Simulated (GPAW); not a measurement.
# C/Au(110) in an electric field

Aim: the dipole that a field along the normal induces in C/Au(110).

Method: GPAW, PAW setups; slab in vacuum, relaxation, in the first sound run; inputs show where later runs differ, in GPAW 26.7.0.

## 1. Set-up

The cell holds 6 atoms: 5 Au and 1 C. Its edges and angles: a = 4.080 Å, b = 2.885 Å, c = 20.270 Å, α = 90.0°, β = 90.0°, γ = 90.0°. Vacuum lies along c.

As a file:

```
Au C
1.0
     4.08000    0.00000    0.00000
     0.00000    2.88500    0.00000
     0.00000    0.00000   20.26999
Au C
5 1
Direct
  0.00000 0.00000 0.34534
  0.50000 0.50000 0.41650
  0.00000 0.00000 0.48767
  0.50000 0.50000 0.55883
  0.00000 0.00000 0.62999
  0.50000 0.50000 0.65466
```

## 2. Relaxing the atoms

Forces are removed first; all later runs use this geometry. The lowest 2 atoms are held at bulk positions and keep their forces.

run.py

```python
import json
import numpy as np
from ase import Atoms
from ase.constraints import FixAtoms
from ase.optimize import BFGS
from gpaw import GPAW, PW

slab = Atoms(
    ['Au', 'Au', 'Au', 'Au', 'Au', 'C'],
    positions=[
        [0.00000, 0.00000, 7.00000],
        [2.04000, 1.44250, 8.44250],
        [0.00000, 0.00000, 9.88500],
        [2.04000, 1.44250, 11.32749],
        [0.00000, 0.00000, 12.76999],
        [2.04000, 1.44250, 13.26999]],
    cell=[[4.08, 0.0, 0.0], [0.0, 2.885, 0.0], [0.0, 0.0, 20.26999]],
    pbc=[True, True, False])

slab.calc = GPAW(mode=PW(500), xc='PBE', kpts={'size': (8, 11, 1), 'gamma': True},
                 occupations={'name': 'fermi-dirac', 'width': 0.1}, nbands='160%',
                 convergence={'density': 1e-05}, maxiter=200,
                 poissonsolver={'dipolelayer': 'xy'},
                 symmetry={'tolerance': 1e-3, 'extra_ids': [1, 1, 0, 0, 0, 0]}, txt='slab.txt')
result = {}
slab.set_constraint(FixAtoms([0, 1]))
path = []
opt = BFGS(slab, maxstep=0.2)
opt.attach(lambda: path.append((slab.get_potential_energy(), slab.positions.tolist(), slab.get_forces().tolist())))
result['relaxed'] = bool(opt.run(fmax=0.03, steps=40))
result['path'] = path
energy = slab.get_potential_energy()
fermi = slab.calc.get_fermi_level()
v = slab.calc.get_electrostatic_potential().mean((0, 1)) - fermi
n = slab.calc.get_pseudo_density().mean((0, 1))
L = slab.cell[2, 2]
z = np.arange(len(v)) * L / len(v)
low, high = slab.positions[:, 2].min(), slab.positions[:, 2].max()
below, above = np.interp([low - 4.8, high + 4.8], z, v)
slopes = [np.interp(x, z, np.gradient(v, z)) for x in (low - 4.8, high + 4.8)]
eps = np.array([[slab.calc.get_eigenvalues(k, s) for k in range(len(slab.calc.get_ibz_k_points()))]
                for s in range(slab.calc.get_number_of_spins())]) - fermi
top, bottom = eps[eps < 0].max(), eps[eps > 0].min()
dipole = slab.get_dipole_moment()[2]
print(f'energy {energy:.4f} eV, Fermi level {fermi:.4f} eV, dipole {dipole:.5f} e A')
print(f'potential 4.8 A off the faces, from the Fermi level: lower {below:.4f} eV, upper {above:.4f} eV')
print(f'slope of the potential there: lower {slopes[0]:.5f}, upper {slopes[1]:.5f} eV/A')
print(f'nearest levels on the mesh: {top:.4f} and {bottom:.4f} eV')
print('magnetic moment', round(slab.get_magnetic_moment(), 3))
result.update(energy=energy, fermi=fermi, dipole=dipole, below=below, above=above, slopes=slopes, edges=[top, bottom],
              z=z.tolist(), v=v.tolist(), n=n.tolist(), positions=slab.positions.tolist(),
              forces=slab.get_forces(apply_constraint=False).tolist(), moments=slab.get_magnetic_moments().tolist())
json.dump(result, open('result.json', 'w'))
```

Command:

```bash
$ OMP_NUM_THREADS=1 OPENBLAS_NUM_THREADS=1 python run.py
```

Log:

```text
Step          Energy          fmax
BFGS:    0      -18.858042        1.955322
BFGS:    1      -18.962975        1.278776
BFGS:    2      -19.052798        1.039272
BFGS:    3      -19.088490        0.878488
BFGS:    4      -19.131954        0.968305
BFGS:    5      -19.196278        1.162751
BFGS:    6      -19.289772        1.166002
BFGS:    7      -19.377081        1.073395
BFGS:    8      -19.448447        0.916995
BFGS:    9      -19.486515        0.479661
BFGS:   10      -19.506143        0.423508
BFGS:   11      -19.512806        0.345322
BFGS:   12      -19.516205        0.288978
BFGS:   13      -19.526942        0.181004
BFGS:   14      -19.530171        0.137109
BFGS:   15      -19.531210        0.110208
BFGS:   16      -19.531916        0.119803
BFGS:   17      -19.533421        0.133522
BFGS:   18      -19.535320        0.112731
BFGS:   19      -19.536628        0.057500
BFGS:   20      -19.536995        0.009920
energy -19.4934 eV, Fermi level 0.4439 eV, dipole -0.03024 e A
potential 4.8 A off the faces, from the Fermi level: lower 5.1242 eV, upper 5.5863 eV
slope of the potential there: lower -0.00017, upper 0.00010 eV/A
nearest levels on the mesh: -0.0196 and 0.0108 eV
magnetic moment 0.0
```

The job ended after 73 min (1 thread of Arm Neoverse V1, shared host; peak memory 0.39 GiB).

Step by step:

```csv
step,energy less that of the first step (eV),largest force (eV/Å)
1,0.0000,1.9553
2,-0.1044,1.2788
3,-0.1934,1.0393
4,-0.2285,0.8785
5,-0.2710,0.9683
6,-0.3337,1.1628
7,-0.4248,1.1660
8,-0.5102,1.0734
9,-0.5820,0.9170
10,-0.6226,0.4797
11,-0.6417,0.4235
12,-0.6479,0.3453
13,-0.6510,0.2890
14,-0.6609,0.1810
15,-0.6639,0.1371
16,-0.6650,0.1102
17,-0.6658,0.1198
18,-0.6675,0.1335
19,-0.6696,0.1127
20,-0.6709,0.0575
21,-0.6713,0.0099
```

The atoms that moved most (Å):

```csv
atom,dx,dy,dz,length
Au5,0.000,0.000,1.095,1.095
C6,0.000,0.000,0.321,0.321
Au4,0.000,0.000,0.203,0.203
Au3,0.000,0.000,0.116,0.116
```

The relaxed structure:

```
Au C
1.0
     4.08000    0.00000    0.00000
     0.00000    2.88500    0.00000
     0.00000    0.00000   20.26999
Au C
5 1
Direct
  0.00000 0.00000 0.34534
  0.50000 0.50000 0.41650
  0.00000 0.00000 0.49338
  0.50000 0.50000 0.56883
  0.00000 0.00000 0.68402
  0.50000 0.50000 0.67051
```

Numbers from this step:

```yaml
dipole_along_the_normal: -0.03024 e·Å
levels_nearest_the_fermi_level_on_the_mesh: -0.01963, 0.01077 eV from the Fermi level
upper_work_function: 5.586 eV
lower_work_function: 5.124 eV
```

The electrostatic potential energy of an electron (without an applied field's), less the Fermi level, planar mean oscillates, so the rows of the table below give means over windows of 1.54 Å about each position, cut where the curve ends. Its maxima inside the range that stand out by 2 % of the span (Å: eV): 7.7: -5.83, 9.3: -4.51, 10.8: -5.09, 12.6: 1.62. Its minima: 7.0: -12.7, 8.4: -13.2, 10.0: -13.2, 11.5: -12.9, 13.7: -20.0.

Table of electrostatic potential energy of an electron (without an applied field's), less the Fermi level, planar mean by z; means over each step:

```csv
z (Å),"electrostatic potential energy of an electron (without an applied field's), less the Fermi level, planar mean (eV)"
0.77,5.15
2.31,5.12
3.85,5.11
5.39,4.22
6.93,-7.63
8.47,-8.99
10.01,-8.91
11.55,-8.02
13.09,-6.71
14.63,-2.72
16.17,5.47
17.71,5.59
19.25,5.58
```

Table of pseudo valence density, planar mean by z:

z (Å), pseudo valence density, planar mean (e/Å³) and a bar from the least value:
```
     0.00      0.000 
     0.58      0.000 
     1.16      0.000 
     1.54      0.000 
     2.12      0.000 
     2.70      0.000 
     3.28      0.000 
     3.86      0.000 
     4.25      0.001 
     4.83      0.004 
     5.41      0.020 #
     5.98      0.117 ####
     6.56      0.451 #################
     7.14      0.779 #############################
     7.53      0.523 ###################
     8.11      0.641 ########################
     8.69      0.701 ##########################
     9.27      0.433 ################
     9.85      0.774 ############################
    10.23      0.713 ##########################
    10.81      0.439 ################
    11.39      0.776 ############################
    11.97      0.448 ################
    12.55      0.207 ########
    12.93      0.309 ###########
    13.51      0.775 ############################
    14.09      0.817 ##############################
    14.67      0.236 #########
    15.25      0.042 ##
    15.83      0.007 
    16.22      0.002 
    16.80      0.000 
    17.37      0.000 
    17.95      0.000 
    18.53      0.000 
    18.92      0.000 
    19.50      0.000 
    20.08      0.000
```

The relaxation lowered the energy of the cell by 0.671 eV (energies extrapolated to zero smearing; the optimiser's log prints free energies). The largest force left on a free atom is 0.0099 eV/Å.

## 3. The slab's potential

With the geometry fixed, the planar mean of the potential gives the vacuum level on each side.

This step: GPAW, PAW setups; slab in vacuum (GPAW 26.7.0).

Edit run.py of step 2 so:

```diff
@@ -3,4 +3,2 @@
 from ase import Atoms
-from ase.constraints import FixAtoms
-from ase.optimize import BFGS
 from gpaw import GPAW, PW
@@ -12,6 +10,6 @@
         [2.04000, 1.44250, 8.44250],
-        [0.00000, 0.00000, 9.88500],
-        [2.04000, 1.44250, 11.32749],
-        [0.00000, 0.00000, 12.76999],
-        [2.04000, 1.44250, 13.26999]],
+        [0.00000, 0.00000, 10.00087],
+        [2.04000, 1.44250, 11.53014],
+        [0.00000, -0.00000, 13.86500],
+        [2.04000, 1.44250, 13.59126]],
     cell=[[4.08, 0.0, 0.0], [0.0, 2.885, 0.0], [0.0, 0.0, 20.26999]],
@@ -23,10 +21,4 @@
                  poissonsolver={'dipolelayer': 'xy'},
-                 symmetry={'tolerance': 1e-3, 'extra_ids': [1, 1, 0, 0, 0, 0]}, txt='slab.txt')
+                 symmetry={'tolerance': 1e-3}, txt='slab.txt')
 result = {}
-slab.set_constraint(FixAtoms([0, 1]))
-path = []
-opt = BFGS(slab, maxstep=0.2)
-opt.attach(lambda: path.append((slab.get_potential_energy(), slab.positions.tolist(), slab.get_forces().tolist())))
-result['relaxed'] = bool(opt.run(fmax=0.03, steps=40))
-result['path'] = path
 energy = slab.get_potential_energy()
```

Log:

```text
energy -19.4934 eV, Fermi level 0.4439 eV, dipole -0.03029 e A
potential 4.8 A off the faces, from the Fermi level: lower 5.1242 eV, upper 5.5864 eV
slope of the potential there: lower -0.00019, upper 0.00010 eV/A
nearest levels on the mesh: -0.0196 and 0.0108 eV
magnetic moment 0.0
```

Run time: 5.7 min. Hardware: 1 thread; peak memory 0.38 GiB.

Numbers from this step:

| Quantity | Value |
| --- | --- |
| dipole along the normal | -0.03029 e·Å |
| levels nearest the Fermi level on the mesh | -0.01957, 0.01084 eV from the Fermi level |

The electrostatic potential energy of an electron (without an applied field's), less the Fermi level, planar mean oscillates, so the rows of the table below give means over windows of 1.54 Å about each position, cut where the curve ends. Its maxima inside the range that stand out by 2 % of the span (Å: eV): 7.7: -5.83, 9.3: -4.51, 10.8: -5.09, 12.6: 1.62. Its minima: 7.0: -12.7, 8.4: -13.2, 10.0: -13.2, 11.5: -12.9, 13.7: -20.0.

The electrostatic potential energy of an electron (without an applied field's), less the Fermi level, planar mean by z; means over each step:

(Unchanged from step 2.)

The pseudo valence density, planar mean oscillates, so the rows of the table below give means over windows of 1.54 Å about each position, cut where the curve ends. Its maxima inside the range that stand out by 2 % of the span (Å: e/Å³): 6.9: 0.803, 8.5: 0.831, 10.0: 0.829, 11.6: 0.804, 13.9: 0.996. Its minima: 7.7: 0.488, 9.3: 0.433, 10.8: 0.439, 12.5: 0.207.

Table of pseudo valence density, planar mean by z; means over each step:

```csv
z (Å),"pseudo valence density, planar mean (e/Å³)"
2.31,8.0e-6
3.85,5.3e-4
5.39,0.0433
6.93,0.557
8.47,0.618
10.01,0.605
11.55,0.558
13.09,0.498
14.63,0.369
16.17,0.00594
17.71,6.2e-5
```

The potential is flat to 1.9e-4 eV/Å where it is read, so the vacuum is wide enough.

## 4. Field on

A uniform field along the normal polarises the slab; the atoms stay fixed, so this is the electronic response alone.

Edit run.py of step 3 so:

```diff
@@ -4,2 +4,3 @@
 from gpaw import GPAW, PW
+from gpaw.external import ConstantElectricField
 
@@ -21,2 +22,3 @@
                  poissonsolver={'dipolelayer': 'xy'},
+                 external=ConstantElectricField(-0.2, [0, 0, 1]),
                  symmetry={'tolerance': 1e-3}, txt='slab.txt')
```

Log:

```text
energy -19.5117 eV, Fermi level 0.4155 eV, dipole -0.15190 e A
potential 4.8 A off the faces, from the Fermi level: lower 4.2401 eV, upper 6.5752 eV
slope of the potential there: lower -0.00010, upper 0.00015 eV/A
nearest levels on the mesh: -0.0245 and 0.0023 eV
magnetic moment 0.0
```

The job ended after 6.2 min (1 thread; peak memory 0.51 GiB).

Numbers from this step:

```
dipole along the normal                                         : -0.1519 e·Å
levels nearest the Fermi level on the mesh                      : -0.02453, 0.002262 eV from the Fermi level
potential below the slab, the applied field's own ramp left out : 4.240 eV from the Fermi level
potential above the slab, the applied field's own ramp left out : 6.575 eV from the Fermi level
```

Electrostatic potential energy of an electron (without an applied field's), less the Fermi level, planar mean against z:

z (Å), electrostatic potential energy of an electron (without an applied field's), less the Fermi level, planar mean (eV) and a bar from the least value:
```
      0.0        5.4 ############################
      0.5        4.2 ###########################
      1.0        4.2 ###########################
      1.5        4.2 ###########################
      2.0        4.2 ###########################
      2.5        4.2 ###########################
      3.0        4.2 ###########################
      3.5        4.2 ###########################
      4.0        4.2 ###########################
      4.5        4.2 ###########################
      5.0        4.1 ###########################
      5.5        3.7 ##########################
      6.0        1.8 ########################
      6.5       -5.3 ##############
      7.0      -13.2 ####
      7.5       -7.8 ###########
      8.0       -8.6 ##########
      8.5      -13.4 ###
      9.0       -6.2 #############
      9.5       -6.9 ############
     10.0      -13.2 ####
     10.5       -7.1 ############
     11.0       -6.5 #############
     11.5      -12.6 ####
     12.0       -5.3 ##############
     12.5        1.7 ########################
     13.0       -0.7 ####################
     13.5      -15.9 
     14.0      -14.7 ##
     14.5       -1.4 ###################
     15.0        4.7 ############################
     15.5        6.2 #############################
     16.0        6.5 ##############################
     16.5        6.6 ##############################
     17.0        6.6 ##############################
     17.5        6.6 ##############################
     18.0        6.6 ##############################
     18.5        6.6 ##############################
     19.0        6.6 ##############################
     19.5        6.6 ##############################
     20.0        6.3 ##############################
```

The dipole is now -0.152 e Å, against -0.030 in the run without a field.

## 5. Field on

Edit run.py of step 4 so:

```diff
@@ -22,3 +22,3 @@
                  poissonsolver={'dipolelayer': 'xy'},
-                 external=ConstantElectricField(-0.2, [0, 0, 1]),
+                 external=ConstantElectricField(-0.1, [0, 0, 1]),
                  symmetry={'tolerance': 1e-3}, txt='slab.txt')
```

Log:

```text
energy -19.4995 eV, Fermi level 0.4301 eV, dipole -0.09101 e A
potential 4.8 A off the faces, from the Fermi level: lower 4.6810 eV, upper 6.0801 eV
slope of the potential there: lower -0.00013, upper 0.00012 eV/A
nearest levels on the mesh: -0.0220 and 0.0066 eV
magnetic moment 0.0
```

It took 7.1 min on 1 thread; peak memory 0.51 GiB.

This step gave:

```yaml
dipole_along_the_normal: -0.09101 e·Å
levels_nearest_the_fermi_level_on_the_mesh: -0.02200, 0.006587 eV from the Fermi level
potential_below_the_slab_the_applied_field_s_own_ramp_left_out: 4.681 eV from the Fermi level
potential_above_the_slab_the_applied_field_s_own_ramp_left_out: 6.080 eV from the Fermi level
```

The electrostatic potential energy of an electron (without an applied field's), less the Fermi level, planar mean oscillates, so the rows of the table below give means over windows of 1.54 Å about each position, cut where the curve ends. Its maxima inside the range that stand out by 2 % of the span (Å: eV): 7.7: -6.06, 9.3: -4.60, 10.8: -5.02, 12.6: 1.87. Its minima: 7.0: -13.0, 8.4: -13.3, 10.0: -13.2, 11.5: -12.7, 13.7: -19.6.

Electrostatic potential energy of an electron (without an applied field's), less the Fermi level, planar mean against z; means over each step:

```csv
z (Å),"electrostatic potential energy of an electron (without an applied field's), less the Fermi level, planar mean (eV)"
0.77,4.77
2.31,4.68
3.85,4.67
5.39,3.80
6.93,-7.95
8.47,-9.15
10.01,-8.92
11.55,-7.88
13.09,-6.42
14.63,-2.28
16.17,5.96
17.71,6.08
19.25,6.07
```

The dipole is now -0.0910 e Å, against -0.030 in the run without a field.

## 6. In a field

Edit run.py of step 5 so:

```diff
@@ -22,3 +22,3 @@
                  poissonsolver={'dipolelayer': 'xy'},
-                 external=ConstantElectricField(-0.1, [0, 0, 1]),
+                 external=ConstantElectricField(-0.05, [0, 0, 1]),
                  symmetry={'tolerance': 1e-3}, txt='slab.txt')
```

Log:

```text
energy -19.4957 eV, Fermi level 0.4371 eV, dipole -0.06055 e A
potential 4.8 A off the faces, from the Fermi level: lower 4.9022 eV, upper 5.8331 eV
slope of the potential there: lower -0.00014, upper 0.00011 eV/A
nearest levels on the mesh: -0.0208 and 0.0087 eV
magnetic moment 0.0
```

It took 6.8 min on 1 thread; peak memory 0.51 GiB.

## 7. Field on

Edit run.py of step 6 so:

```diff
@@ -22,3 +22,3 @@
                  poissonsolver={'dipolelayer': 'xy'},
-                 external=ConstantElectricField(-0.05, [0, 0, 1]),
+                 external=ConstantElectricField(0.05, [0, 0, 1]),
                  symmetry={'tolerance': 1e-3}, txt='slab.txt')
```

Log:

```text
energy -19.4926 eV, Fermi level 0.4505 eV, dipole 0.00041 e A
potential 4.8 A off the faces, from the Fermi level: lower 5.3463 eV, upper 5.3400 eV
slope of the potential there: lower -0.00019, upper 0.00009 eV/A
nearest levels on the mesh: -0.0183 and 0.0130 eV
magnetic moment 0.0
```

Run time: 7 min. Hardware: 1 thread; peak memory 0.52 GiB.

## 8. Field on

Edit run.py of step 7 so:

```diff
@@ -22,3 +22,3 @@
                  poissonsolver={'dipolelayer': 'xy'},
-                 external=ConstantElectricField(0.05, [0, 0, 1]),
+                 external=ConstantElectricField(0.1, [0, 0, 1]),
                  symmetry={'tolerance': 1e-3}, txt='slab.txt')
```

Log:

```text
energy -19.4934 eV, Fermi level 0.4572 eV, dipole 0.03079 e A
potential 4.8 A off the faces, from the Fermi level: lower 5.5678 eV, upper 5.0944 eV
slope of the potential there: lower -0.00021, upper 0.00008 eV/A
nearest levels on the mesh: -0.0168 and 0.0155 eV
magnetic moment 0.0
```

Wall time 6.2 min (1 thread); peak memory 0.51 GiB.

The dipole is now 0.0308 e Å, against -0.030 in the run without a field.

[end of part 1 of 2]

[Logs are printed without paths, hosts, clocks, repeated set-up lines and the standing remarks that a program may print on its own settings, such as how far it seeks lower states.]

[Hosts, paths, dates, database ids (printed as entryN), source tags and the programs' standing remarks are cut or masked in the printed files.]
